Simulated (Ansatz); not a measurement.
# What BiAs (model cell, started as NiAs type) distorts into, part 2 of 3

Wanted: the energy along a soft mode of BiAs (model cell, started as NiAs type) and the structure at the end.

Ansatz 0.2.0; DFT PBE, scalar-relativistic, plane waves, PAW.

So far, highest frequency on the path or at a solved wavevector (cm⁻¹): step 2 (the dispersion) 159. Also lowest frequency on the path (cm⁻¹): step 2 -113.

The structure was built from a prototype and need not be the compound's stable phase.

**6. Relaxing from the distorted cell**

Starting from the lowest point found, all atoms and the cell are let go, so that strain and other modes of the same symmetry can join in.

Contents of input.yaml:

```yaml
crystal:
  lattice:
    - [4.1773176012, 0.0, 0.0]
    - [0.0, 7.2353263246, 0.0]
    - [0.0, 0.0, 7.4141078752]
  atoms:
    - { symbol: Bi, position: [0.0, -0.0056018114, 0.0034900074] }
    - { symbol: Bi, position: [0.5, 0.5056018114, -0.0034900074] }
    - { symbol: Bi, position: [0.0, 0.0056018114, 0.5034900074] }
    - { symbol: Bi, position: [0.5, 0.4943981886, 0.4965099926] }
    - { symbol: As, position: [0.0, 0.3333333333, 0.2688829192] }
    - { symbol: As, position: [0.5, 0.8333333333, 0.2311170808] }
    - { symbol: As, position: [0.5, 0.1666666667, 0.7311170808] }
    - { symbol: As, position: [1.0, 0.6666666667, 0.7688829192] }
kpoints:
  mp_grid: { grid: [8, 6, 6] }
hamiltonian:
  xc: pbe
scf:
  occupations: { method: methfessel_paxton, width: 0.2 }
output:
  forces: true
  stress: true
  eigenvalues: true
relax:
  adjacent_minimum: "off"
  f_tol: 0.002
  max_steps: 120
  cell: { stress_tol: 0.03 }
```

Started as:

```
$ ansatz run input.yaml --threads 4 --pin off --max-ram 7168MiB --backend cpu --events-out ev --progress --plain --runs-dir out
```

Numbers of over 12 decimals in the logs are rounded to 6 here.

The log of the run:

```text
[...]
Crystal: 8 atoms, lattice volume = 224.086 Å³
Basis set: ecut = 420 eV, 4341 PW (Γ), exchange–correlation on 60×100×100 points (8 copies of the dense FFT grid, shifted against one another)
Bands: 72, of which v1, the nominal top of the filled ones, is band 60 counted from 1 (59 counted from 0)
Symmetry: 8 space group operations
[...]
k-points: 80 of 288
[...]
SCF iter   1: F=—  HF=-69010.146284 eV  |F-HF|=—  |Δ(HF+E_count)|=         —  Δρ=1.30e-3  dr2=4.85e-3  ethr=1.77e-3  ⟨swp⟩=6.3  Hψ=20874  notcnv=0
[...]
SCF iter   6: F=-69010.143438 eV  HF=-69010.143438 eV  |F-HF|=1.47e-8  |Δ(HF+E_count)|=   3.16e-7  S|Δr|=    0.00e0  Δρ=3.18e-6  dr2=2.34e-8  ethr=8.33e-11  ⟨swp⟩=9.6  Hψ=28954  notcnv=0
SCF 1 converged in 6 iterations: F = -69010.143438 eV  dr2 = 2.34e-8
[...]
relax step   1: F+E_penalty+E_count = -69010.14343806 eV  Δ(F+E_penalty+E_count) = +0.000e0 eV  max|allowed force component| = 8.394e-2 eV/Å  Δτ_max = 0.0000 Å  P = +0.865 GPa  Ω = 224.086 Å³  (6 SCF iters, dr2 threshold 1.00e-7 eV, accepted)
Crystal: 8 atoms, lattice volume = 230.871 Å³
Basis set: ecut = 420 eV, 4503 PW (Γ), exchange–correlation on 60×100×100 points (8 copies of the dense FFT grid, shifted against one another)
[...]
SCF iter   6: F=-69010.175176 eV  HF=-69010.175176 eV  |F-HF|=5.40e-9  |Δ(HF+E_count)|=   2.57e-7  S|Δr|=    0.00e0  Δρ=2.62e-6  dr2=2.03e-8  ethr=6.67e-10  ⟨swp⟩=7.0  Hψ=25893  notcnv=0
the search or the solves at the SCF's close seem to have found levels that the self-consistency loop had missed (the run counts 1). By its estimate they hold under 1e-12 electrons; where the run keeps them, the occupations were computed again with them
SCF 2 converged in 6 iterations: F = -69010.175176 eV  dr2 = 2.03e-8
relax step   2: F+E_penalty+E_count = -69010.17517610 eV  Δ(F+E_penalty+E_count) = -3.174e-2 eV  max|allowed force component| = 2.128e-1 eV/Å  Δτ_max = 0.0464 Å  P = -0.734 GPa  Ω = 230.871 Å³  energy of the carried Pulay correction = -1.217e-3 eV  (6 SCF iters, dr2 threshold 8.00e-7 eV, accepted)
Crystal: 8 atoms, lattice volume = 231.007 Å³
[...]
SCF iter   5: F=-69010.203001 eV  HF=-69010.203001 eV  |F-HF|=3.41e-7  |Δ(HF+E_count)|=   1.76e-6  S|Δr|=    0.00e0  Δρ=8.00e-6  dr2=4.20e-7  ethr=6.67e-10  ⟨swp⟩=7.1  Hψ=27825  notcnv=0
SCF 3 converged in 5 iterations: F = -69010.203001 eV  dr2 = 4.20e-7
[...]
relax step   3: F+E_penalty+E_count = -69010.20300071 eV  Δ(F+E_penalty+E_count) = -2.782e-2 eV  max|allowed force component| = 1.767e-1 eV/Å  Δτ_max = 0.0214 Å  P = -0.403 GPa  Ω = 231.007 Å³  energy of the carried Pulay correction = -1.241e-3 eV  (5 SCF iters, dr2 threshold 8.00e-7 eV, accepted)
[... from here on, the SCF cycles and remarks between the steps are left out ...]
relax step   4: F+E_penalty+E_count = -69010.04229265 eV  Δ(F+E_penalty+E_count) = +1.607e-1 eV  max|allowed force component| = 6.411e-1 eV/Å  Δτ_max = 0.1561 Å  P = +2.176 GPa  Ω = 236.223 Å³  energy of the carried Pulay correction = -2.152e-3 eV  (8 SCF iters, dr2 threshold 8.00e-7 eV, rejected (line search))
relax step   5: F+E_penalty+E_count = -69010.23994215 eV  Δ(F+E_penalty+E_count) = -3.694e-2 eV  max|allowed force component| = 1.077e-1 eV/Å  Δτ_max = 0.0658 Å  P = -0.271 GPa  Ω = 232.881 Å³  energy of the carried Pulay correction = -1.571e-3 eV  (10 SCF iters, accepted)
relax step   6: F+E_penalty+E_count = -69010.24314537 eV  Δ(F+E_penalty+E_count) = -3.203e-3 eV  max|allowed force component| = 1.120e-1 eV/Å  Δτ_max = 0.0841 Å  P = +0.300 GPa  Ω = 235.297 Å³  energy of the carried Pulay correction = -1.992e-3 eV  (7 SCF iters, dr2 threshold 7.25e-7 eV, accepted)
relax step   7: F+E_penalty+E_count = -69010.25081455 eV  Δ(F+E_penalty+E_count) = -7.669e-3 eV  max|allowed force component| = 1.116e-2 eV/Å  Δτ_max = 0.0350 Å  P = -0.023 GPa  Ω = 233.896 Å³  energy of the carried Pulay correction = -1.748e-3 eV  (6 SCF iters, dr2 threshold 7.84e-7 eV, accepted)
relax step   8: F+E_penalty+E_count = -69010.25166357 eV  Δ(F+E_penalty+E_count) = -8.490e-4 eV  max|allowed force component| = 1.617e-2 eV/Å  Δτ_max = 0.0123 Å  P = +0.003 GPa  Ω = 233.870 Å³  energy of the carried Pulay correction = -1.743e-3 eV  (6 SCF iters, dr2 threshold 1.70e-8 eV, accepted)
relax step   9: F+E_penalty+E_count = -69010.25452528 eV  Δ(F+E_penalty+E_count) = -2.862e-3 eV  max|allowed force component| = 2.050e-2 eV/Å  Δτ_max = 0.0509 Å  P = -0.036 GPa  Ω = 233.464 Å³  energy of the carried Pulay correction = -1.673e-3 eV  (7 SCF iters, dr2 threshold 1.78e-8 eV, accepted)
relax step  10: F+E_penalty+E_count = -69010.24850281 eV  Δ(F+E_penalty+E_count) = +6.022e-3 eV  max|allowed force component| = 7.339e-2 eV/Å  Δτ_max = 0.1237 Å  P = -0.049 GPa  Ω = 231.914 Å³  energy of the carried Pulay correction = -1.401e-3 eV  (8 SCF iters, dr2 threshold 2.63e-8 eV, rejected (line search))
relax step  11: F+E_penalty+E_count = -69010.25696676 eV  Δ(F+E_penalty+E_count) = -2.441e-3 eV  max|allowed force component| = 5.191e-3 eV/Å  Δτ_max = 0.0587 Å  P = +0.009 GPa  Ω = 232.078 Å³  energy of the carried Pulay correction = -1.430e-3 eV  (11 SCF iters, accepted)
relax step  12: F+E_penalty+E_count = -69010.25784659 eV  Δ(F+E_penalty+E_count) = -8.798e-4 eV  max|allowed force component| = 2.717e-2 eV/Å  Δτ_max = 0.0739 Å  P = +0.086 GPa  Ω = 230.761 Å³  energy of the carried Pulay correction = -1.198e-3 eV  (9 SCF iters, dr2 threshold 4.33e-9 eV, accepted)
relax step  13: F+E_penalty+E_count = -69010.25686907 eV  Δ(F+E_penalty+E_count) = +9.775e-4 eV  max|allowed force component| = 7.640e-2 eV/Å  Δτ_max = 0.0488 Å  P = -0.249 GPa  Ω = 230.845 Å³  energy of the carried Pulay correction = -1.212e-3 eV  (7 SCF iters, dr2 threshold 6.72e-8 eV, rejected (line search))
relax step  14: F+E_penalty+E_count = -69010.25809306 eV  Δ(F+E_penalty+E_count) = -2.465e-4 eV  max|allowed force component| = 3.108e-2 eV/Å  Δτ_max = 0.0238 Å  P = +0.074 GPa  Ω = 230.840 Å³  energy of the carried Pulay correction = -1.212e-3 eV  (9 SCF iters, accepted)
relax step  15: F+E_penalty+E_count = -69010.25869143 eV  Δ(F+E_penalty+E_count) = -5.984e-4 eV  max|allowed force component| = 1.267e-2 eV/Å  Δτ_max = 0.0430 Å  P = +0.110 GPa  Ω = 229.738 Å³  energy of the carried Pulay correction = -1.016e-3 eV  (7 SCF iters, dr2 threshold 7.07e-8 eV, accepted)
[...]
relax step  21: F+E_penalty+E_count = -69010.29265133 eV  Δ(F+E_penalty+E_count) = -1.988e-2 eV  max|allowed force component| = 2.150e-1 eV/Å  Δτ_max = 0.1883 Å  P = -0.362 GPa  Ω = 224.969 Å³  energy of the carried Pulay correction = -1.604e-4 eV  (8 SCF iters, dr2 threshold 4.13e-7 eV, accepted)
relax step  22: F+E_penalty+E_count = -69010.35556507 eV  Δ(F+E_penalty+E_count) = -6.291e-2 eV  max|allowed force component| = 2.455e-1 eV/Å  Δτ_max = 0.1928 Å  P = -0.407 GPa  Ω = 223.709 Å³  energy of the carried Pulay correction = +6.862e-5 eV  (7 SCF iters, dr2 threshold 8.00e-7 eV, accepted)
relax step  23: F+E_penalty+E_count = -69010.46412034 eV  Δ(F+E_penalty+E_count) = -1.086e-1 eV  max|allowed force component| = 1.118e-1 eV/Å  Δτ_max = 0.1964 Å  P = +0.391 GPa  Ω = 221.564 Å³  energy of the carried Pulay correction = +4.617e-4 eV  (7 SCF iters, dr2 threshold 8.00e-7 eV, accepted)
relax step  24: F+E_penalty+E_count = -69010.51473455 eV  Δ(F+E_penalty+E_count) = -5.061e-2 eV  max|allowed force component| = 1.717e-1 eV/Å  Δτ_max = 0.1970 Å  P = +1.204 GPa  Ω = 221.280 Å³  energy of the carried Pulay correction = +5.142e-4 eV  (7 SCF iters, dr2 threshold 8.00e-7 eV, accepted)
relax step  25: F+E_penalty+E_count = -69010.47928487 eV  Δ(F+E_penalty+E_count) = +3.545e-2 eV  max|allowed force component| = 3.122e-1 eV/Å  Δτ_max = 0.1974 Å  P = +0.340 GPa  Ω = 230.082 Å³  energy of the carried Pulay correction = -1.077e-3 eV  (7 SCF iters, dr2 threshold 8.00e-7 eV, rejected (line search))
relax step  26: F+E_penalty+E_count = -69010.56035333 eV  Δ(F+E_penalty+E_count) = -4.562e-2 eV  max|allowed force component| = 5.716e-2 eV/Å  Δτ_max = 0.0555 Å  P = -0.156 GPa  Ω = 225.515 Å³  energy of the carried Pulay correction = -2.593e-4 eV  (12 SCF iters, accepted)
relax step  27: F+E_penalty+E_count = -69010.57403037 eV  Δ(F+E_penalty+E_count) = -1.368e-2 eV  max|allowed force component| = 5.612e-2 eV/Å  Δτ_max = 0.1000 Å  P = +0.033 GPa  Ω = 227.449 Å³  energy of the carried Pulay correction = -6.077e-4 eV  (7 SCF iters, dr2 threshold 8.00e-7 eV, accepted)
relax step  28: F+E_penalty+E_count = -69010.58175497 eV  Δ(F+E_penalty+E_count) = -7.725e-3 eV  max|allowed force component| = 1.655e-2 eV/Å  Δτ_max = 0.0835 Å  P = +0.009 GPa  Ω = 223.627 Å³  energy of the carried Pulay correction = +8.372e-5 eV  (6 SCF iters, dr2 threshold 1.97e-7 eV, accepted)
relax step  29: F+E_penalty+E_count = -69010.58245678 eV  Δ(F+E_penalty+E_count) = -7.018e-4 eV  max|allowed force component| = 1.591e-2 eV/Å  Δτ_max = 0.0350 Å  P = -0.116 GPa  Ω = 224.346 Å³  energy of the carried Pulay correction = -4.739e-5 eV  (6 SCF iters, dr2 threshold 2.45e-8 eV, accepted)
relax step  30: F+E_penalty+E_count = -69010.58320355 eV  Δ(F+E_penalty+E_count) = -7.468e-4 eV  max|allowed force component| = 8.691e-4 eV/Å  Δτ_max = 0.0125 Å  P = +0.011 GPa  Ω = 224.403 Å³  energy of the carried Pulay correction = -5.773e-5 eV  (5 SCF iters, dr2 threshold 7.52e-8 eV, accepted)
relax step  31: F+E_penalty+E_count = -69010.58315827 eV  Δ(F+E_penalty+E_count) = +4.528e-5 eV  max|allowed force component| = 2.025e-3 eV/Å  Δτ_max = 0.0042 Å  P = -0.019 GPa  Ω = 224.663 Å³  energy of the carried Pulay correction = -1.050e-4 eV  (7 SCF iters, accepted)
relax step  32: F+E_penalty+E_count = -69010.58318901 eV  Δ(F+E_penalty+E_count) = -3.074e-5 eV  max|allowed force component| = 3.981e-4 eV/Å  Δτ_max = 0.0007 Å  P = +0.000 GPa  Ω = 224.559 Å³  energy of the carried Pulay correction = -8.607e-5 eV  (4 SCF iters, dr2 threshold 5.87e-9 eV, accepted)
relax step  33: F+E_penalty+E_count = -69010.60595478 eV  Δ(F+E_penalty+E_count) = -2.277e-2 eV  max|allowed force component| = 1.632e-3 eV/Å  Δτ_max = 0.0000 Å  P = +0.196 GPa  Ω = 224.559 Å³  stress off target by 5.32e-1 GPa  SCF on the basis re-selected at this cell (its energy is not comparable with the rows above)  (8 SCF iters)
relax step  34: F+E_penalty+E_count = -69010.61045684 eV  Δ(F+E_penalty+E_count) = -4.502e-3 eV  max|allowed force component| = 1.142e-2 eV/Å  Δτ_max = 0.0300 Å  P = +0.142 GPa  Ω = 226.871 Å³  energy of the carried Pulay correction = -4.335e-4 eV  (6 SCF iters, dr2 threshold 7.08e-7 eV, accepted)
relax step  35: F+E_penalty+E_count = -69010.61086653 eV  Δ(F+E_penalty+E_count) = -4.097e-4 eV  max|allowed force component| = 7.037e-4 eV/Å  Δτ_max = 0.0061 Å  P = -0.013 GPa  Ω = 227.900 Å³  energy of the carried Pulay correction = -6.334e-4 eV  (5 SCF iters, dr2 threshold 1.82e-7 eV, accepted)
[...]
SCF iter   7: F=-69010.611476 eV  HF=-69010.611476 eV  |F-HF|=1.46e-11  |Δ(HF+E_count)|=  5.82e-11  S|Δr|=    0.00e0  Δρ=5.61e-8  dr2=2.01e-11  ethr=1.00e-12  ⟨swp⟩=6.3  Hψ=26383  notcnv=0
SCF 36 converged in 7 iterations: F = -69010.611476 eV  dr2 = 2.01e-11
relax step  36: F+E_penalty+E_count = -69010.61147605 eV  Δ(F+E_penalty+E_count) = -6.095e-4 eV  max|allowed force component| = 6.984e-4 eV/Å  Δτ_max = 0.0000 Å  P = -0.016 GPa  Ω = 227.900 Å³  stress off target by 2.76e-2 GPa  SCF on the basis re-selected at this cell (its energy is not comparable with the rows above)  (7 SCF iters)
[...]
SCF converged after 7 iterations
[...]
Free energy (F): -69010.611476 eV
[...]
Internal energy: -69010.621789 eV  (E = F + TS)
E sigma→0 (E₀):  -69010.614054 eV
Entropy (-TS):   0.010313 eV (1.289 meV/atom)
Fermi energy:    9.837373 eV
Step filling:    the computed levels leave a gap of 0.0173 eV = 0.1 smearing widths at the electron count; against every level under it full and every level over it empty, smearing changes F+E_penalty+E_count by +2.994 meV and its σ→0 estimate by +0.415 meV
[...]
--- Forces (eV/Å), atoms counted from 1 ---
  atom   1  Bi     0.00000000     0.00000272    -0.00069845
  atom   2  Bi    -0.00000000    -0.00000272     0.00069845
  atom   3  Bi     0.00000000    -0.00000272    -0.00069845
  atom   4  Bi    -0.00000000     0.00000272     0.00069845
  atom   5  As     0.00000000    -0.00030415     0.00021918
  atom   6  As    -0.00000000    -0.00030415    -0.00021918
  atom   7  As    -0.00000000     0.00030415    -0.00021918
  atom   8  As     0.00000000     0.00030415     0.00021918
  max |Σ_I F_I| component: 1.08e-19 eV/Å
--- Stress (GPa, compression-positive) ---
       -0.012859      -0.000000       0.000000
       -0.000000      -0.007446      -0.000000
        0.000000      -0.000000      -0.027576
  P = ⅓ Tr σ = -0.0160 GPa (-0.160 kbar)
--- Band table (eV; the first three rows and the last of 80) ---
  k-point 0: bands = [... 56 lower, 8.3966, 8.6602, 9.2649, 9.3922, 10.4422, 10.8824, 11.2623, 11.7456, ... 8 higher]
  k-point 1: bands = [... 56 lower, 8.4719, 8.5381, 9.3094, 9.7337, 10.4281, 10.4930, 11.7785, 12.0313, ... 8 higher]
  k-point 2: bands = [... 56 lower, 8.6154, 8.7993, 9.1542, 9.7618, 10.4998, 10.9207, 11.8236, 12.4265, ... 8 higher]
  k-point 79: bands = [... 56 lower, 9.2726, 9.2726, 9.2726, 9.2726, 10.4297, 10.4297, 10.4297, 10.4297, ... 8 higher]
--- Relaxed structure (34 steps of the walk, 30 accepted, 2 SCFs on fresh bases) ---
  F+E_penalty+E_count = -69010.61147605 eV   max|allowed force component| = 6.984e-4 eV/Å   (the final SCF, on the basis selected at the relaxed cell)
  cell:  # Å, volume = 227.9005 Å³
    - [4.259065, 0, 0]
    - [0, 6.123996, 1.0010057364496495e-17]
    - [0, 1.025740122943525e-17, 8.737680]
  atoms:
    - { symbol: Bi, position: [0, -0.015649, -0.153583] }
    - { symbol: Bi, position: [0.5, 0.515649, 0.153583] }
    - { symbol: Bi, position: [0, 0.015649, 0.346417] }
    - { symbol: Bi, position: [0.5, 0.484351, 0.653583] }
    - { symbol: As, position: [0, 0.484816, 0.374646] }
    - { symbol: As, position: [0.5, 0.984816, 0.125354] }
    - { symbol: As, position: [0.5, 0.015184, 0.625354] }
    - { symbol: As, position: [1.0, 0.515184, 0.874646] }
```

Wall time 11 min (4 threads of Arm Neoverse V2, shared host); peak memory 1.3 GiB; 43 min of CPU time.

The steps of the relaxation (22 of 36):

| step | energy less that of the first step (eV) | largest force component (eV/Å) | pressure (GPa) | volume (Å³) |
| --- | --- | --- | --- | --- |
| 1 | 0.0000 | 0.0839 | 0.86 | 224.09 |
| 3 | -0.0596 | 0.1767 | -0.40 | 231.01 |
| 4 | 0.1011 | 0.6411 | 2.18 | 236.22 |
| 6 | -0.0997 | 0.1120 | 0.30 | 235.30 |
| 8 | -0.1082 | 0.0162 | 0.00 | 233.87 |
| 9 | -0.1111 | 0.0205 | -0.04 | 233.46 |
| 11 | -0.1135 | 0.0052 | 0.01 | 232.08 |
| 13 | -0.1134 | 0.0764 | -0.25 | 230.84 |
| 14 | -0.1147 | 0.0311 | 0.07 | 230.84 |
| 16 | -0.1156 | 0.0468 | 0.09 | 228.24 |
| 18 | -0.1178 | 0.0173 | -0.02 | 229.21 |
| 19 | -0.1207 | 0.0486 | -0.05 | 228.38 |
| 21 | -0.1492 | 0.2150 | -0.36 | 224.97 |
| 23 | -0.3207 | 0.1118 | 0.39 | 221.56 |
| 24 | -0.3713 | 0.1717 | 1.20 | 221.28 |
| 26 | -0.4169 | 0.0572 | -0.16 | 225.51 |
| 28 | -0.4383 | 0.0165 | 0.01 | 223.63 |
| 29 | -0.4390 | 0.0159 | -0.12 | 224.35 |
| 31 | -0.4397 | 0.0020 | -0.02 | 224.66 |
| 33* | -0.4625 | 0.0016 | 0.20 | 224.56 |
| 34 | -0.4670 | 0.0114 | 0.14 | 226.87 |
| 36* | -0.4680 | 0.0007 | -0.02 | 227.90 |

Relaxation steps marked * repeat the geometry before them on a plane-wave basis chosen anew for their cell, so energy and pressure can jump there. Other such steps can lie between the rows shown. Relaxation steps 4, 10, 13, 25 were tried and not accepted.

Forces are held to the 8 operations that the run works with; a distortion that breaks them can't arise in this run.

| cell as run | before | after | change |
| --- | --- | --- | --- |
| a (Å) | 4.177 | 4.259 | +2.0 % |
| b (Å) | 7.235 | 6.124 | -15.4 % |
| c (Å) | 7.414 | 8.738 | +17.9 % |
| volume (Å³/atom) | 28.01 | 28.49 | +1.7 % |

The atoms that moved most (Å, as changes of fractional coordinates times the final cell):

| atom | dx | dy | dz | length |
| --- | --- | --- | --- | --- |
| Bi4 | 0.000 | -0.062 | 1.372 | 1.374 |
| Bi3 | 0.000 | 0.062 | -1.372 | 1.374 |
| Bi1 | 0.000 | -0.062 | -1.372 | 1.374 |
| Bi2 | 0.000 | 0.062 | 1.372 | 1.374 |
| As5 | 0.000 | 0.928 | 0.924 | 1.309 |
| As6 | 0.000 | 0.928 | -0.924 | 1.309 |
| As7 | 0.000 | -0.928 | -0.924 | 1.309 |
| As8 | 0.000 | -0.928 | 0.924 | 1.309 |

Numbers from this step:

```yaml
pressure: -0.01596 GPa
volume_per_atom: 28.49 Å³
```

The distorted start has space group Pnma; the relaxation ends in Pnma.

**7. The new phase in its own primitive cell**

The relaxed structure is symmetrised, reduced to its primitive cell and relaxed tightly, as its phonons need.

Contents of input.yaml:

```yaml
crystal:
  lattice:
    - [8.7376796389, 0.0, 0.0]
    - [0.0, 4.2590646499, 0.0]
    - [0.0, 0.0, 6.1239959318]
  atoms:
    - { symbol: Bi, position: [0.8464170734, 0.75, 0.7343506464] }
    - { symbol: Bi, position: [0.1535829266, 0.25, 0.2656493536] }
    - { symbol: Bi, position: [0.3464170734, 0.75, 0.7656493536] }
    - { symbol: Bi, position: [0.6535829266, 0.25, 0.2343506464] }
    - { symbol: As, position: [0.3746463492, 0.75, 0.2348159175] }
    - { symbol: As, position: [0.1253536508, 0.25, 0.7348159175] }
    - { symbol: As, position: [0.6253536508, 0.25, 0.7651840825] }
    - { symbol: As, position: [0.8746463492, 0.75, 0.2651840825] }
kpoints:
  mp_grid: { grid: [4, 8, 6] }
hamiltonian:
  xc: pbe
scf:
  occupations: { method: methfessel_paxton, width: 0.2 }
output:
  forces: true
  stress: true
  eigenvalues: true
relax:
  adjacent_minimum: "off"
  f_tol: 0.001
  max_steps: 60
  cell: { stress_tol: 0.01 }
```

The log of the run:

```text
[...]
Crystal: 8 atoms, lattice volume = 227.900 Å³
Basis set: ecut = 420 eV, 4439 PW (Γ), exchange–correlation on 120×60×90 points (8 copies of the dense FFT grid, shifted against one another)
Bands: 72, of which v1, the nominal top of the filled ones, is band 60 counted from 1 (59 counted from 0)
Symmetry: 8 space group operations
[...]
k-points: 60 of 192
[...]
atoms:
    - { symbol: Bi, position: [0.845316, 0.750000, 0.735069] }
    - { symbol: Bi, position: [0.154684, 0.250000, 0.264931] }
    - { symbol: Bi, position: [0.345316, 0.750000, 0.764931] }
    - { symbol: Bi, position: [0.654684, 0.250000, 0.235069] }
    - { symbol: As, position: [0.374806, 0.750000, 0.233584] }
    - { symbol: As, position: [0.125194, 0.250000, 0.733584] }
    - { symbol: As, position: [0.625194, 0.250000, 0.766416] }
    - { symbol: As, position: [0.874806, 0.750000, 0.266416] }
[key lines of the parts left out:]
SCF converged after 6 iterations
Free energy (F): -69010.605080 eV
Fermi energy:    9.838042 eV
P = ⅓ Tr σ = -0.0004 GPa (-0.004 kbar)
```

Wall time 94 s (4 threads); peak memory 1.1 GiB.

Step by step:

| step | energy less that of the first step (eV) | largest force component (eV/Å) | pressure (GPa) | volume (Å³) |
| --- | --- | --- | --- | --- |
| 1 | 0.0000 | 0.0080 | -0.02 | 227.90 |
| 2 | -0.0002 | 0.0063 | 0.04 | 227.72 |
| 3 | -0.0002 | 0.0045 | 0.00 | 227.91 |
| 4 | -0.0002 | 0.0032 | 0.00 | 228.02 |
| 5 | -0.0002 | 0.0022 | 0.02 | 228.24 |
| 6 | -0.0002 | 0.0003 | 0.00 | 228.25 |
| 7* | -0.0002 | 0.0003 | 0.00 | 228.25 |

Relaxation steps marked * repeat the geometry before them on a plane-wave basis chosen anew for their cell, so energy and pressure can jump there.

The run keeps the 8 symmetry operations that it works with, so distortions that break them were not tested.

| conventional cell, symmetrised | before | after | change |
| --- | --- | --- | --- |
| a (Å) | 8.738 | 8.754 | +0.2 % |
| b (Å) | 4.259 | 4.258 | -0.0 % |
| c (Å) | 6.124 | 6.124 | +0.0 % |
| volume (Å³/atom) | 28.49 | 28.53 | +0.2 % |

The atoms that moved most (Å, as changes of fractional coordinates times the final cell):

| atom | dx | dy | dz | length |
| --- | --- | --- | --- | --- |
| Bi1 | -0.010 | 0.000 | 0.004 | 0.011 |
| Bi4 | 0.010 | 0.000 | 0.004 | 0.011 |
| Bi3 | -0.010 | 0.000 | -0.004 | 0.011 |
| Bi2 | 0.010 | 0.000 | -0.004 | 0.011 |
| As6 | -0.001 | 0.000 | -0.008 | 0.008 |
| As5 | 0.001 | 0.000 | -0.008 | 0.008 |
| As7 | -0.001 | 0.000 | 0.008 | 0.008 |
| As8 | 0.001 | 0.000 | 0.008 | 0.008 |

This step gave:

| Quantity | Value |
| --- | --- |
| pressure | -4.41e-4 GPa |
| volume per atom | 28.53 Å³ |

The largest force component left is 0.28 meV/Å and the pressure is 0.000 GPa, within the tolerances set. The cell now holds 28.53 Å³/atom.

(Continued in part 3 of 3.)

[Logs are printed without paths, hosts, clocks, repeated set-up lines and the standing remarks that a program may print on its own settings, such as how far it seeks lower states.]

[Hosts, paths, dates, database ids (printed as entryN), source tags and the programs' standing remarks are cut or masked in the printed files.]
